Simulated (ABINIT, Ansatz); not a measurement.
# CdH2 (Fm-3m): zone-centre phonons, part 2 of 2

Aim: the zone-centre modes of CdH2 (Fm-3m).

ABINIT 10.8.3; DFT LDA, scalar-relativistic, plane waves, PseudoDojo stringent norm-conserving pseudopotentials.

So far. Step 4 (Linear response at Γ): The acoustic modes at Γ come out as far as 3.1 cm⁻¹ from zero, where they should vanish, a small numerical error. The lowest optical mode is imaginary, 160i cm⁻¹, an instability at this level and on this k mesh. The relaxed cell has a = 4.967 Å (conventional setting).

The structure was built from a prototype and need not be the compound's stable phase.

## Step 5: Zone-centre analysis

anaddb reads the merged derivatives and imposes the acoustic sum rule.

Input file anaddb.abi:

```
ddb_filepath "gamma_DDB"
output_file "anaddb.abo"
outdata_prefix "anaddb"
asr 1
chneut 1
enunit 2
eivec 1
nph1l 1
qph1l 0.0 0.0 0.0 1.0
```

Input file mrgddb.in:

```
gamma_DDB
merged
2
dfpt_gammao_DDB
gso_DDB
```

Run with:

```
mrgddb < mrgddb.in > mrgddb.log
OMP_NUM_THREADS=1 anaddb anaddb.abi > anaddb.log
```

anaddb.abo, the main output file:

```text
-outvars_anaddb: echo values of input variables ----------------------

 Miscellaneous information :
      enunit         2
       eivec         1
         asr         1
 First list of wavevector (reduced coord.) :
       nph1l         1
       qph1l
                     0.00000000E+00  0.00000000E+00  0.00000000E+00    1.000E+00

================================================================================

 read the DDB information and perform some checks

  ==== Info on the Cryst% object ====
 Real(R)+Recip(G) space primitive vectors, cartesian coordinates (Bohr,Bohr^-1):
 R(1)= -4.6932696  0.0000000  4.6932696  G(1)= -0.1065355 -0.1065355  0.1065355
 R(2)=  0.0000000  4.6932696  4.6932696  G(2)=  0.1065355  0.1065355  0.1065355
 R(3)= -4.6932696  4.6932696  0.0000000  G(3)= -0.1065355  0.1065355 -0.1065355
 Unit cell volume ucvol=  2.0675524E+02 bohr^3
 Angles (23,13,12)=  6.00000000E+01  6.00000000E+01  6.00000000E+01 degrees
 Time-reversal symmetry is present
 Reduced atomic positions [iatom, xred, symbol]:
    1)    0.0000000  0.0000000  0.0000000  Cd
    2)    0.7500000  0.7500000  0.7500000   H
    3)    0.2500000  0.2500000  0.2500000   H

 DDB file with 3 blocks has been read.

================================================================================

 Treat the first list of vectors

  Phonon wavevector (reduced coordinates) :  0.00000  0.00000  0.00000
 Phonon energies in Hartree :
  -7.282680E-04 -7.282680E-04 -7.282680E-04  0.000000E+00  0.000000E+00
   0.000000E+00  3.107460E-03  3.107460E-03  3.107460E-03
 Phonon energies in meV     :
- -1.981718E+01 -1.981718E+01 -1.981718E+01  0.000000E+00  0.000000E+00
-  0.000000E+00  8.455829E+01  8.455829E+01  8.455829E+01
 Phonon frequencies in cm-1    :
- -1.598364E+02 -1.598364E+02 -1.598364E+02  0.000000E+00  0.000000E+00
-  0.000000E+00  6.820086E+02  6.820086E+02  6.820086E+02
 Phonon frequencies in Thz     :
- -4.791773E+00 -4.791773E+00 -4.791773E+00  0.000000E+00  0.000000E+00
-  0.000000E+00  2.044610E+01  2.044610E+01  2.044610E+01
 Phonon energies in Kelvin  :
- -2.299689E+02 -2.299689E+02 -2.299689E+02  0.000000E+00  0.000000E+00
-  0.000000E+00  9.812582E+02  9.812582E+02  9.812582E+02

 Eigendisplacements
 (will be given, for each mode : in cartesian coordinates
   for each atom the real part of the displacement vector,
   then the imaginary part of the displacement vector - absolute values smaller than 1.0d-7 are set to zero)
  Mode number    1   Energy   -7.282680E-04
 Attention : low frequency mode.
   (Could be unstable or acoustic mode)
-  1  0.00000000E+00 -2.08073075E-07  2.93220663E-04
-     0.00000000E+00  0.00000000E+00  0.00000000E+00
-  2 -1.37219492E-07  1.16024311E-05 -1.63503738E-02
-     0.00000000E+00  0.00000000E+00  0.00000000E+00
-  3 -1.37219492E-07  1.16024311E-05 -1.63503738E-02
-     0.00000000E+00  0.00000000E+00  0.00000000E+00
  Mode number    2   Energy   -7.282680E-04
 Attention : low frequency mode.
   (Could be unstable or acoustic mode)
-  1  0.00000000E+00  2.93220663E-04  2.08072961E-07
-     0.00000000E+00  0.00000000E+00  0.00000000E+00
-  2 -7.55732140E-07 -1.63503737E-02 -1.16024247E-05
-     0.00000000E+00  0.00000000E+00  0.00000000E+00
-  3 -7.55732140E-07 -1.63503737E-02 -1.16024247E-05
-     0.00000000E+00  0.00000000E+00  0.00000000E+00
  Mode number    3   Energy   -7.282680E-04
 Attention : low frequency mode.
   (Could be unstable or acoustic mode)
-  1  2.93220737E-04  0.00000000E+00  0.00000000E+00
-     0.00000000E+00  0.00000000E+00  0.00000000E+00
-  2 -1.63503779E-02  7.55634577E-07  1.37755735E-07
-     0.00000000E+00  0.00000000E+00  0.00000000E+00
-  3 -1.63503779E-02  7.55634577E-07  1.37755735E-07
-     0.00000000E+00  0.00000000E+00  0.00000000E+00
  Mode number    4   Energy    0.000000E+00
 Attention : low frequency mode.
   (Could be unstable or acoustic mode)
-  1  0.00000000E+00  0.00000000E+00  2.18955433E-03
-     0.00000000E+00  0.00000000E+00  0.00000000E+00
-  2  0.00000000E+00  0.00000000E+00  2.18960990E-03
-     0.00000000E+00  0.00000000E+00  0.00000000E+00
-  3  0.00000000E+00  0.00000000E+00  2.18960990E-03
-     0.00000000E+00  0.00000000E+00  0.00000000E+00
  Mode number    5   Energy    0.000000E+00
 Attention : low frequency mode.
   (Could be unstable or acoustic mode)
-  1  0.00000000E+00  2.18955433E-03  0.00000000E+00
-     0.00000000E+00  0.00000000E+00  0.00000000E+00
-  2  0.00000000E+00  2.18960990E-03  0.00000000E+00
-     0.00000000E+00  0.00000000E+00  0.00000000E+00
-  3  0.00000000E+00  2.18960990E-03  0.00000000E+00
-     0.00000000E+00  0.00000000E+00  0.00000000E+00
  Mode number    6   Energy    0.000000E+00
 Attention : low frequency mode.
   (Could be unstable or acoustic mode)
-  1  2.18955433E-03  0.00000000E+00  0.00000000E+00
-     0.00000000E+00  0.00000000E+00  0.00000000E+00
-  2  2.18960990E-03  0.00000000E+00  0.00000000E+00
-     0.00000000E+00  0.00000000E+00  0.00000000E+00
-  3  2.18960990E-03  0.00000000E+00  0.00000000E+00
-     0.00000000E+00  0.00000000E+00  0.00000000E+00
  Mode number    7   Energy    3.107460E-03
-  1  0.00000000E+00  0.00000000E+00  0.00000000E+00
-     0.00000000E+00  0.00000000E+00  0.00000000E+00
-  2  9.82982098E-07  1.25929240E-06 -1.64963404E-02
-     0.00000000E+00  0.00000000E+00  0.00000000E+00
-  3 -9.82982098E-07 -1.25929240E-06  1.64963404E-02
-     0.00000000E+00  0.00000000E+00  0.00000000E+00
  Mode number    8   Energy    3.107460E-03
-  1  0.00000000E+00  0.00000000E+00  0.00000000E+00
-     0.00000000E+00  0.00000000E+00  0.00000000E+00
-  2  2.95617837E-06 -1.64963401E-02 -1.25911623E-06
-     0.00000000E+00  0.00000000E+00  0.00000000E+00
-  3 -2.95617837E-06  1.64963401E-02  1.25911623E-06
-     0.00000000E+00  0.00000000E+00  0.00000000E+00
  Mode number    9   Energy    3.107460E-03
-  1  0.00000000E+00  0.00000000E+00  0.00000000E+00
-     0.00000000E+00  0.00000000E+00  0.00000000E+00
-  2  1.64963402E-02  2.95610332E-06  9.83207747E-07
-     0.00000000E+00  0.00000000E+00  0.00000000E+00
-  3 -1.64963402E-02 -2.95610332E-06 -9.83207747E-07
-     0.00000000E+00  0.00000000E+00  0.00000000E+00

 Analysis of degeneracies and characters (maximum tolerance=1.00E-06 a.u.)
 For each vibration mode, or group of modes if degenerate,
 the characters are given for each symmetry operation (see the list in the log file).
 Symmetry characters of vibration mode #   1
       degenerate with vibration modes #   2 to    3
  3.0 -3.0 -1.0  1.0 -1.0  1.0 -1.0  1.0  1.0 -1.0 -1.0  1.0  1.0 -1.0 -1.0  1.0
  0.0 -0.0 -0.0  0.0 -0.0  0.0  0.0 -0.0  1.0 -1.0 -1.0  1.0 -1.0  1.0  1.0 -1.0
  0.0 -0.0 -0.0  0.0  0.0 -0.0 -0.0  0.0  1.0 -1.0  1.0 -1.0 -1.0  1.0 -1.0  1.0
 Symmetry characters of vibration mode #   4
       degenerate with vibration modes #   5 to    6
  3.0 -3.0 -1.0  1.0 -1.0  1.0 -1.0  1.0  1.0 -1.0 -1.0  1.0  1.0 -1.0 -1.0  1.0
 -0.0  0.0  0.0 -0.0 -0.0  0.0  0.0 -0.0  1.0 -1.0 -1.0  1.0 -1.0  1.0  1.0 -1.0
 -0.0  0.0 -0.0  0.0  0.0 -0.0  0.0 -0.0  1.0 -1.0  1.0 -1.0 -1.0  1.0 -1.0  1.0
 Symmetry characters of vibration mode #   7
       degenerate with vibration modes #   8 to    9
  3.0  3.0 -1.0 -1.0 -1.0 -1.0 -1.0 -1.0  1.0  1.0 -1.0 -1.0  1.0  1.0 -1.0 -1.0
 -0.0 -0.0  0.0  0.0  0.0  0.0 -0.0 -0.0  1.0  1.0 -1.0 -1.0 -1.0 -1.0  1.0  1.0
 -0.0 -0.0  0.0  0.0  0.0  0.0  0.0  0.0  1.0  1.0  1.0  1.0 -1.0 -1.0 -1.0 -1.0
-
```

Wall time 0.62 s (1 thread of Intel Xeon Platinum 8488C (Sapphire Rapids), shared host).

This step gave:

```
lowest optical zone-centre mode : -159.8 cm⁻¹
```

No LO-TO term; unit eigenvectors of the mass-weighted matrix, from anaddb's displacements. The modes at Γ (shares of kinetic energy by element, %) (negative means imaginary):

```tsv
mode	frequency (cm⁻¹)	symmetry	Cd %	H %
1	-159.8	T1u	2	98
2	-159.8	T1u	2	98
3	-159.8	T1u	2	98
4	0.0	acoustic	98	2
5	0.0	acoustic	98	2
6	0.0	acoustic	98	2
7	682.0	T2g	0	100
8	682.0	T2g	0	100
9	682.0	T2g	0	100
```

Displacements in mode 1 (-159.8 cm⁻¹), the largest set to 1:
```
Cd1  0.00  0.00  0.02
H2   0.00  0.00 -1.00
H3   0.00  0.00 -1.00
```

Displacements in mode 7 (682.0 cm⁻¹), the largest set to 1:
```
Cd1  0.00  0.00  0.00
H2   0.00  0.00 -1.00
H3   0.00  0.00  1.00
```

The rule moves no optical mode by more than 0.2 cm⁻¹.

## Step 6: Results

```yaml
space_group_after_relaxation: Fm-3m
volume_per_atom: 10.2 Å³
highest_optical_zone_centre_mode_no_lo_to_term: 682.0 cm⁻¹
lowest_optical_zone_centre_mode: -159.8 cm⁻¹
imaginary_optical_modes_at_the_zone_centre_no_q_mesh_in_this_session: yes
```

**Reading.** At the LDA level the optical modes of CdH2 (Fm-3m) at the zone centre run from 160i to 682 cm⁻¹, so the structure is a saddle point, with 3 modes beyond 10i cm⁻¹ there. These are harmonic frequencies: anharmonic shifts and widths and the lattice's thermal expansion are left out. The Fermi-Dirac smearing of 0.01 Ha is an electronic temperature of 3158 K, which adds a pressure of its own and can shift the volume and soft modes. In a metal the frequencies hang on the k mesh and the smearing, most of all near Kohn anomalies. The structure is a hypothetical one, built on a prototype.

[Host names and launcher messages were left out of these logs when they were recorded.]

[Logs are printed without paths, hosts, clocks, repeated set-up lines and the standing remarks that a program may print on its own settings, such as how far it seeks lower states.]

[Hosts, paths, dates, database ids (printed as entryN), source tags and the programs' standing remarks are cut or masked in the printed files.]
